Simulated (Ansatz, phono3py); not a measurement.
# KBr (Fm-3m): solver, mesh and scattering choices in phono3py, part 2 of 5

Aim: with force constants in hand, see how mesh, solver, isotopes and boundaries change the conductivity of KBr.

Experimental results on record:
- thermal conductivity 3.4 W/m/K near room temperature (given in “Combining the AFLOW GIBBS and Elastic Libraries to efficiently and robustly screen thermo-mechanical properties of solids”, 2017, arXiv:1611.05714)
- thermal conductivity 3.4 W/m/K near room temperature (given in “Predicting the lattice thermal conductivity of solids by solving the Boltzmann transport equation: AFLOW - AAPL an automated, accurate and efficient framework”, 2017, arXiv:1611.05481)

phono3py 4.10.0; DFT LDA, scalar-relativistic, plane waves, PAW; phono3py on Ansatz's force constants.

So far, κ at 300 K (W/m/K): step 2 (relaxation-time solution) 5.11; step 4 (isotopes none) 5.17; step 5 (q-mesh of the transport sums 3×3×3) 2.41; step 6 (q-mesh of the transport sums 5×5×5) 4.49.

## (7) Another q-mesh, third order supercell 3×3×3, supercell 6×6×6 (run 3)

The q-mesh of the transport sums changes, with the same scattering terms.

File phono3py.yaml:

```yaml
phono3py:
  version: "4.10.0"
  frequency_unit_conversion_factor: 15.633302
  symmetry_tolerance: 1.00000e-05

physical_unit:
  atomic_mass: "AMU"
  length: "angstrom"

space_group:
  type: "Fm-3m"
  number: 225
  Hall_symbol: "-F 4 2 3"

primitive_matrix:
- [  1.000000000000000,  0.000000000000000,  0.000000000000000 ]
- [  0.000000000000000,  1.000000000000000,  0.000000000000000 ]
- [  0.000000000000000,  0.000000000000000,  1.000000000000000 ]

supercell_matrix:
- [   3,   0,   0 ]
- [   0,   3,   0 ]
- [   0,   0,   3 ]

# [primitive_cell block left out]
unit_cell:
  lattice:
  - [     0.000000000000000,     3.185800612700000,     3.185800612700000 ] # a
  - [     3.185800612700000,     0.000000000000000,     3.185800612700000 ] # b
  - [     3.185800612700000,     3.185800612700000,     0.000000000000000 ] # c
  points:
  - symbol: K # 1
    coordinates: [  0.000000000000000,  0.000000000000000,  0.000000000000000 ]
    mass: 39.098300
    reduced_to: 1
  - symbol: Br # 2
    coordinates: [  0.500000000000000,  0.500000000000000,  0.500000000000000 ]
    mass: 79.904000
    reduced_to: 2

# [supercell block left out]
phonon_supercell_matrix:
- [   6,   0,   0 ]
- [   0,   6,   0 ]
- [   0,   0,   6 ]

# [phonon_primitive_cell block left out]
# [phonon_supercell block left out]
nac:
  born_effective_charge:
  - # 1 (K)
    - [  1.101574671078254,  0.000000000000000,  0.000000000000000 ]
    - [  0.000000000000000,  1.101574671078254,  0.000000000000000 ]
    - [  0.000000000000000,  0.000000000000000,  1.101574671078254 ]
  - # 2 (Br)
    - [ -1.101574671078254,  0.000000000000000,  0.000000000000000 ]
    - [  0.000000000000000, -1.101574671078254,  0.000000000000000 ]
    - [  0.000000000000000,  0.000000000000000, -1.101574671078254 ]
  dielectric_constant:
    - [  2.758116852883250,  0.000000000000000,  0.000000000000000 ]
    - [  0.000000000000000,  2.758116852883250,  0.000000000000000 ]
    - [  0.000000000000000,  0.000000000000000,  2.758116852883250 ]
  unit_conversion_factor: 14.399645
```

Started as:

```
$ phono3py phono3py.yaml --mesh 9 9 9 --br --isotope --ts 100 300
```

The log of the run:

```text
[banner, memory and clock lines left out]
Rust backend (phonors) using rayon (16 threads).
Running in phono3py.load mode.
Spglib version 2.8.0
----------------------------- General settings -----------------------------
Run mode: conductivity-RTA
HDF5 data compression filter: gzip
Crystal structure was read from "phono3py.yaml".
Supercell (dim): [3 3 3]
Phonon supercell (dim-fc2): [6 6 6]
Primitive matrix:
  [1. 0. 0.]
  [0. 1. 0.]
  [0. 0. 1.]
Spacegroup: Fm-3m (225)
Use -v option to watch primitive cell, unit cell, and supercell structures.
[...]
Number of triplets: 205
Frequency     group velocity (x, y, z)     |gv|
[...]
4.118   (  -0.000    2.082    0.566)    2.157
   4.145   (   0.000   -1.837    1.424)    2.325
=================== End of collection of collisions ===================
----------- Thermal conductivity (W/m-k) with tetrahedron method -----------
#  T(K)        xx         yy         zz         yz         xz         xy
  100.0      15.827     15.827     15.827     -0.000      0.000      0.000
  300.0       5.023      5.023      5.023     -0.000      0.000      0.000

Thermal conductivity related properties were written into
"kappa-m999.hdf5".
Summary of calculation was written in "phono3py.yaml".
```

It took 6.2 s on 16 threads of Arm Neoverse N1, shared host; peak memory 0.21 GiB.

κ at 300 K goes from 5.11 in the base run to 5.02 W/(m K).

## (8) Another q-mesh, third order supercell 3×3×3, supercell 6×6×6 (run 4)

The q-mesh of the transport sums changes, with the same scattering terms.

phono3py.yaml is that of step 7.

Started as:

```
$ phono3py phono3py.yaml --mesh 11 11 11 --br --isotope --ts 100 300
```

The log of the run:

```text
[banner, memory and clock lines left out]
Rust backend (phonors) using rayon (16 threads).
Running in phono3py.load mode.
Spglib version 2.8.0
----------------------------- General settings -----------------------------
Run mode: conductivity-RTA
HDF5 data compression filter: gzip
Crystal structure was read from "phono3py.yaml".
Supercell (dim): [3 3 3]
Phonon supercell (dim-fc2): [6 6 6]
Primitive matrix:
  [1. 0. 0.]
  [0. 1. 0.]
  [0. 0. 1.]
Spacegroup: Fm-3m (225)
Use -v option to watch primitive cell, unit cell, and supercell structures.
[...]
Number of triplets: 366
Frequency     group velocity (x, y, z)     |gv|
[...]
4.119   (   0.964    1.920   -0.000)    2.149
   4.153   (   0.497   -2.044    0.000)    2.103
=================== End of collection of collisions ===================
----------- Thermal conductivity (W/m-k) with tetrahedron method -----------
#  T(K)        xx         yy         zz         yz         xz         xy
  100.0      16.057     16.057     16.057     -0.000      0.000      0.000
  300.0       5.086      5.086      5.086     -0.000      0.000      0.000

Thermal conductivity related properties were written into
"kappa-m111111.hdf5".
Summary of calculation was written in "phono3py.yaml".
```

Wall time 6.9 s (16 threads); peak memory 0.21 GiB; 20 s of CPU time.

κ at 300 K goes from 5.11 in the base run to 5.09 W/(m K).

## (9) Another q-mesh, third order supercell 3×3×3, supercell 6×6×6 (run 5)

The q-mesh of the transport sums changes, with the same scattering terms.

phono3py.yaml is that of step 8.

Started as:

```
$ phono3py phono3py.yaml --mesh 15 15 15 --br --isotope --ts 100 300
```

The log of the run:

```text
[banner, memory and clock lines left out]
Rust backend (phonors) using rayon (16 threads).
Running in phono3py.load mode.
Spglib version 2.8.0
----------------------------- General settings -----------------------------
Run mode: conductivity-RTA
HDF5 data compression filter: gzip
Crystal structure was read from "phono3py.yaml".
Supercell (dim): [3 3 3]
Phonon supercell (dim-fc2): [6 6 6]
Primitive matrix:
  [1. 0. 0.]
  [0. 1. 0.]
  [0. 0. 1.]
Spacegroup: Fm-3m (225)
Use -v option to watch primitive cell, unit cell, and supercell structures.
[...]
Number of triplets: 904
Frequency     group velocity (x, y, z)     |gv|
[...]
4.126   (   0.793    2.011   -0.000)    2.162
   4.150   (   0.367   -2.067    0.000)    2.099
=================== End of collection of collisions ===================
----------- Thermal conductivity (W/m-k) with tetrahedron method -----------
#  T(K)        xx         yy         zz         yz         xz         xy
  100.0      16.080     16.080     16.080     -0.000      0.000      0.000
  300.0       5.082      5.082      5.082     -0.000      0.000      0.000

Thermal conductivity related properties were written into
"kappa-m151515.hdf5".
Summary of calculation was written in "phono3py.yaml".
```

Elapsed: 12 s, on 16 threads; peak memory 0.21 GiB.

κ at 300 K goes from 5.11 in the base run to 5.08 W/(m K).

## (10) Another q-mesh, third order supercell 3×3×3, supercell 6×6×6 (run 6)

The q-mesh of the transport sums changes, with the same scattering terms.

phono3py.yaml is that of step 9.

Started as:

```
$ phono3py phono3py.yaml --mesh 19 19 19 --br --isotope --ts 100 300
```

The log of the run:

```text
[banner, memory and clock lines left out]
Rust backend (phonors) using rayon (16 threads).
Running in phono3py.load mode.
Spglib version 2.8.0
----------------------------- General settings -----------------------------
Run mode: conductivity-RTA
HDF5 data compression filter: gzip
Crystal structure was read from "phono3py.yaml".
Supercell (dim): [3 3 3]
Phonon supercell (dim-fc2): [6 6 6]
Primitive matrix:
  [1. 0. 0.]
  [0. 1. 0.]
  [0. 0. 1.]
Spacegroup: Fm-3m (225)
Use -v option to watch primitive cell, unit cell, and supercell structures.
[...]
Number of triplets: 1810
Frequency     group velocity (x, y, z)     |gv|
[...]
4.130   (   0.660    2.051   -0.000)    2.155
   4.149   (   0.291   -2.078    0.000)    2.098
=================== End of collection of collisions ===================
----------- Thermal conductivity (W/m-k) with tetrahedron method -----------
#  T(K)        xx         yy         zz         yz         xz         xy
  100.0      16.132     16.132     16.132     -0.000      0.000      0.000
  300.0       5.093      5.093      5.093     -0.000      0.000      0.000

Thermal conductivity related properties were written into
"kappa-m191919.hdf5".
Summary of calculation was written in "phono3py.yaml".
```

Elapsed: 28 s, on 16 threads; peak memory 0.21 GiB; 5.3 min of CPU time.

W/m/K. Kappa, by row:

| T (K) | xx | yy | zz | yz | xz | xy |
| --- | --- | --- | --- | --- | --- | --- |
| 100 | 16.13 | 16.13 | 16.13 | 0 | 0 | 0 |
| 300 | 5.093 | 5.093 | 5.093 | 0 | 0 | 0 |

κ at 300 K goes from 5.11 in the base run to 5.09 W/(m K).

## (11) Another q-mesh, third order supercell 3×3×3, supercell 6×6×6 (run 7)

The q-mesh of the transport sums changes, with the same scattering terms.

phono3py.yaml is that of step 10.

Started as:

```
$ phono3py phono3py.yaml --mesh 25 25 25 --br --isotope --ts 100 300
```

The log of the run:

```text
[banner, memory and clock lines left out]
Rust backend (phonors) using rayon (16 threads).
Running in phono3py.load mode.
Spglib version 2.8.0
----------------------------- General settings -----------------------------
Run mode: conductivity-RTA
HDF5 data compression filter: gzip
Crystal structure was read from "phono3py.yaml".
Supercell (dim): [3 3 3]
Phonon supercell (dim-fc2): [6 6 6]
Primitive matrix:
  [1. 0. 0.]
  [0. 1. 0.]
  [0. 0. 1.]
Spacegroup: Fm-3m (225)
Use -v option to watch primitive cell, unit cell, and supercell structures.
[...]
Number of triplets: 4069
Frequency     group velocity (x, y, z)     |gv|
[...]
4.134   (  -0.000    2.113    0.217)    2.124
   4.146   (   0.000   -2.056    0.592)    2.139
=================== End of collection of collisions ===================
----------- Thermal conductivity (W/m-k) with tetrahedron method -----------
#  T(K)        xx         yy         zz         yz         xz         xy
  100.0      16.218     16.218     16.218      0.000     -0.000      0.000
  300.0       5.110      5.110      5.110      0.000     -0.000      0.000

Thermal conductivity related properties were written into
"kappa-m252525.hdf5".
Summary of calculation was written in "phono3py.yaml".
```

It took 1.9 min on 16 threads; peak memory 0.21 GiB; 26 min of CPU time.

W/m/K. Kappa, by row:

| T (K) | xx | yy | zz | yz | xz | xy |
| --- | --- | --- | --- | --- | --- | --- |
| 100 | 16.22 | 16.22 | 16.22 | 0 | 0 | 0 |
| 300 | 5.11 | 5.11 | 5.11 | 0 | 0 | 0 |

κ at 300 K goes from 5.11 in the base run to 5.11 W/(m K).

## (12) Another q-mesh, third order supercell 3×3×3, supercell 6×6×6 (run 8)

The q-mesh of the transport sums changes, with the same scattering terms.

phono3py.yaml is that of step 11.

Started as:

```
$ phono3py phono3py.yaml --mesh 31 31 31 --br --isotope --ts 100 300
```

The log of the run:

```text
[banner, memory and clock lines left out]
Rust backend (phonors) using rayon (16 threads).
Running in phono3py.load mode.
Spglib version 2.8.0
----------------------------- General settings -----------------------------
Run mode: conductivity-RTA
HDF5 data compression filter: gzip
Crystal structure was read from "phono3py.yaml".
Supercell (dim): [3 3 3]
Phonon supercell (dim-fc2): [6 6 6]
Primitive matrix:
  [1. 0. 0.]
  [0. 1. 0.]
  [0. 0. 1.]
Spacegroup: Fm-3m (225)
Use -v option to watch primitive cell, unit cell, and supercell structures.
[...]
Number of triplets: 7696
Frequency     group velocity (x, y, z)     |gv|
[...]
4.135   (   0.432    2.090   -0.000)    2.134
   4.146   (   0.179   -2.092    0.000)    2.099
=================== End of collection of collisions ===================
----------- Thermal conductivity (W/m-k) with tetrahedron method -----------
#  T(K)        xx         yy         zz         yz         xz         xy
  100.0      16.286     16.286     16.286      0.000     -0.000      0.000
  300.0       5.127      5.127      5.127      0.000     -0.000      0.000

Thermal conductivity related properties were written into
"kappa-m313131.hdf5".
Summary of calculation was written in "phono3py.yaml".
```

Run time: 6.5 min. Hardware: 16 threads; peak memory 0.21 GiB.

W/m/K. Kappa, by row:

| T (K) | xx | yy | zz | yz | xz | xy |
| --- | --- | --- | --- | --- | --- | --- |
| 100 | 16.29 | 16.29 | 16.29 | 0 | 0 | 0 |
| 300 | 5.127 | 5.127 | 5.127 | 0 | 0 | 0 |

κ at 300 K goes from 5.11 in the base run to 5.13 W/(m K).

## (13) Mesh convergence

This step: DFT LDA, scalar-relativistic, plane waves, PAW (phono3py 4.10.0).

Series, by row:

| mesh points along each axis | kappa at 100 K (W/m/K) | kappa at 300 K (W/m/K) | seconds |
| --- | --- | --- | --- |
| 3 | 7.116 | 2.41 | 5.65 |
| 5 | 13.69 | 4.486 | 5.76 |
| 9 | 15.83 | 5.023 | 6.15 |
| 11 | 16.06 | 5.086 | 6.94 |
| 15 | 16.08 | 5.082 | 11.8 |
| 19 | 16.13 | 5.093 | 28.24 |
| 25 | 16.22 | 5.11 | 113.1 |
| 31 | 16.29 | 5.127 | 389.6 |

## (14) Boundary scattering, third order supercell 3×3×3, supercell 6×6×6

A boundary term v/L is added to each rate, a simple model of grains or a thin sample.

This step: DFT LDA, scalar-relativistic, plane waves, PAW; phono3py on Ansatz's force constants (phono3py 4.10.0).

phono3py.yaml is that of step 12.

Started as:

```
$ phono3py phono3py.yaml --mesh 17 17 17 --br --isotope --boundary-mfp 0.01 --ts 100 150 200 300 400 500
```

The log of the run:

```text
[banner, memory and clock lines left out]
Rust backend (phonors) using rayon (16 threads).
Running in phono3py.load mode.
Spglib version 2.8.0
----------------------------- General settings -----------------------------
Run mode: conductivity-RTA
HDF5 data compression filter: gzip
Crystal structure was read from "phono3py.yaml".
Supercell (dim): [3 3 3]
Phonon supercell (dim-fc2): [6 6 6]
Primitive matrix:
  [1. 0. 0.]
  [0. 1. 0.]
  [0. 0. 1.]
Spacegroup: Fm-3m (225)
Use -v option to watch primitive cell, unit cell, and supercell structures.
NAC parameters were read from "phono3py.yaml".
fc3 was read from "fc3.hdf5".
fc2 was read from "fc2.hdf5".
----------------------------- Force constants ------------------------------
Max drift of fc3: -0.00000000 (zzz) -0.00000000 (zzz) -0.00000000 (zzz)
Max drift of fc2: 0.00000000 (xx) 0.00000000 (xx)
--------------------------- Calculation settings ---------------------------
Non-analytical term correction (NAC): True
NAC unit conversion factor:  14.39964
BZ integration: Tetrahedron-method
Temperature:  100.0  150.0  200.0  300.0  400.0 ... 500.0
Cutoff frequency: 0.01
Mesh sampling: [ 17 17 17 ]
Generating grid system ... [ 17 17 17 ]
fc3-r2q-transformation over three atoms: True
--------------------------- Phonon calculations ----------------------------
  PRB 50, 13035(R) (1994), PRB 55, 10355 (1997)
  G-cutoff distance: 1.03, Number of G-points: 307, Lambda: 0.18
Running harmonic phonon calculations...
-------------------- Lattice thermal conductivity (RTA) --------------------
Running heat capacity calculations...
Running velocity calculations...
Running isotope scattering calculations with tetrahedron method...
======================= Grid point 0 (1/165) =======================
q-point: ( 0.00  0.00  0.00)
Boundary mean free path (micrometer): 0.01000
Mass variance parameters: 1.64e-04 1.56e-04
Number of triplets: 165
Frequency     group velocity (x, y, z)     |gv|
  -0.000   (   0.000    0.000    0.000)    0.000
   0.000   (   0.000    0.000    0.000)    0.000
   0.000   (   0.000    0.000    0.000)    0.000
   3.895   (   0.000    0.000    0.000)    0.000
   3.895   (   0.000    0.000    0.000)    0.000
   3.895   (   0.000    0.000    0.000)    0.000
======================= Grid point 1 (2/165) =======================
q-point: ( 0.06  0.00  0.00)
Boundary mean free path (micrometer): 0.01000
Mass variance parameters: 1.64e-04 1.56e-04
Number of triplets: 489
Frequency     group velocity (x, y, z)     |gv|
   0.372   ( -13.371   13.371   13.371)   23.159
   0.372   ( -13.371   13.371   13.371)   23.159
   0.475   ( -17.050   17.050   17.050)   29.531
   3.883   (   0.873   -0.873   -0.873)    1.512
   3.883   (   0.873   -0.873   -0.873)    1.512
   5.149   (   0.859   -0.859   -0.859)    1.488
[162 grid points left out]
======================= Grid point 1322 (165/165) =======================
q-point: ( 0.71  0.47  0.24)
Boundary mean free path (micrometer): 0.01000
Mass variance parameters: 1.64e-04 1.56e-04
Number of triplets: 1305
Frequency     group velocity (x, y, z)     |gv|
   1.701   (  -0.000    8.864    0.987)    8.918
   1.813   (   0.000   -8.072   -6.129)   10.135
   2.523   (  -0.000    5.860   -0.288)    5.868
   3.644   (   0.000   -2.998    0.387)    3.023
   4.130   (  -0.000    2.110    0.315)    2.133
   4.147   (   0.000   -2.009    0.863)    2.187
=================== End of collection of collisions ===================
----------- Thermal conductivity (W/m-k) with tetrahedron method -----------
#  T(K)        xx         yy         zz         yz         xz         xy
  100.0       2.741      2.741      2.741     -0.000      0.000      0.000
  150.0       2.518      2.518      2.518     -0.000      0.000      0.000
  200.0       2.289      2.289      2.289     -0.000      0.000      0.000
  300.0       1.931      1.931      1.931     -0.000      0.000      0.000
  400.0       1.674      1.674      1.674     -0.000      0.000      0.000
  500.0       1.481      1.481      1.481     -0.000      0.000      0.000

Thermal conductivity related properties were written into
"kappa-m171717.hdf5".
Summary of calculation was written in "phono3py.yaml".
```

It took 18 s on 16 threads; peak memory 0.21 GiB.

Numbers from this step:

```yaml
kappa_at_300_k: 1.931 W/m/K
kappa_xx_yy_zz_at_300_k: 1.931, 1.931, 1.931 W/m/K
```

W/m/K. Kappa, by row:

| T (K) | xx | yy | zz | yz | xz | xy |
| --- | --- | --- | --- | --- | --- | --- |
| 100 | 2.741 | 2.741 | 2.741 | 0 | 0 | 0 |
| 150 | 2.518 | 2.518 | 2.518 | 0 | 0 | 0 |
| 200 | 2.289 | 2.289 | 2.289 | 0 | 0 | 0 |
| 300 | 1.931 | 1.931 | 1.931 | 0 | 0 | 0 |
| 400 | 1.674 | 1.674 | 1.674 | 0 | 0 | 0 |
| 500 | 1.481 | 1.481 | 1.481 | 0 | 0 | 0 |

κ at 300 K goes from 5.11 in the base run to 1.93 W/(m K).

## (15) Boundary scattering, third order supercell 3×3×3, supercell 6×6×6 (run 2)

A boundary term v/L is added to each rate, a simple model of grains or a thin sample.

phono3py.yaml is that of step 14.

Started as:

```
$ phono3py phono3py.yaml --mesh 17 17 17 --br --isotope --boundary-mfp 100 --ts 100 150 200 300 400 500
```

The log of the run:

```text
[banner, memory and clock lines left out]
Rust backend (phonors) using rayon (16 threads).
Running in phono3py.load mode.
Spglib version 2.8.0
----------------------------- General settings -----------------------------
Run mode: conductivity-RTA
HDF5 data compression filter: gzip
Crystal structure was read from "phono3py.yaml".
Supercell (dim): [3 3 3]
Phonon supercell (dim-fc2): [6 6 6]
Primitive matrix:
  [1. 0. 0.]
  [0. 1. 0.]
  [0. 0. 1.]
Spacegroup: Fm-3m (225)
Use -v option to watch primitive cell, unit cell, and supercell structures.
[...]
#  T(K)        xx         yy         zz         yz         xz         xy
  100.0      16.164     16.164     16.164     -0.000      0.000      0.000
  150.0      10.401     10.401     10.401     -0.000      0.000      0.000
  200.0       7.715      7.715      7.715     -0.000      0.000      0.000
  300.0       5.111      5.111      5.111     -0.000      0.000      0.000
  400.0       3.828      3.828      3.828     -0.000      0.000      0.000
  500.0       3.062      3.062      3.062     -0.000      0.000      0.000

Thermal conductivity related properties were written into
"kappa-m171717.hdf5".
Summary of calculation was written in "phono3py.yaml".
```

Wall time 18 s (16 threads); peak memory 0.21 GiB.

This step gave:

```yaml
kappa_at_300_k: 5.111 W/m/K
kappa_xx_yy_zz_at_300_k: 5.111, 5.111, 5.111 W/m/K
```

W/m/K. Kappa, by row:

| T (K) | xx | yy | zz | yz | xz | xy |
| --- | --- | --- | --- | --- | --- | --- |
| 100 | 16.16 | 16.16 | 16.16 | 0 | 0 | 0 |
| 150 | 10.4 | 10.4 | 10.4 | 0 | 0 | 0 |
| 200 | 7.715 | 7.715 | 7.715 | 0 | 0 | 0 |
| 300 | 5.111 | 5.111 | 5.111 | 0 | 0 | 0 |
| 400 | 3.828 | 3.828 | 3.828 | 0 | 0 | 0 |
| 500 | 3.062 | 3.062 | 3.062 | 0 | 0 | 0 |

κ at 300 K goes from 5.11 in the base run to 5.11 W/(m K).

(Continued in part 3 of 5.)

[Logs are printed without paths, hosts, clocks, repeated set-up lines and the standing remarks that a program may print on its own settings, such as how far it seeks lower states.]

[Hosts, paths, dates, database ids (printed as entryN), source tags and the programs' standing remarks are cut or masked in the printed files.]

[A step with changed settings may run another functional than the one named; its input shows which.]
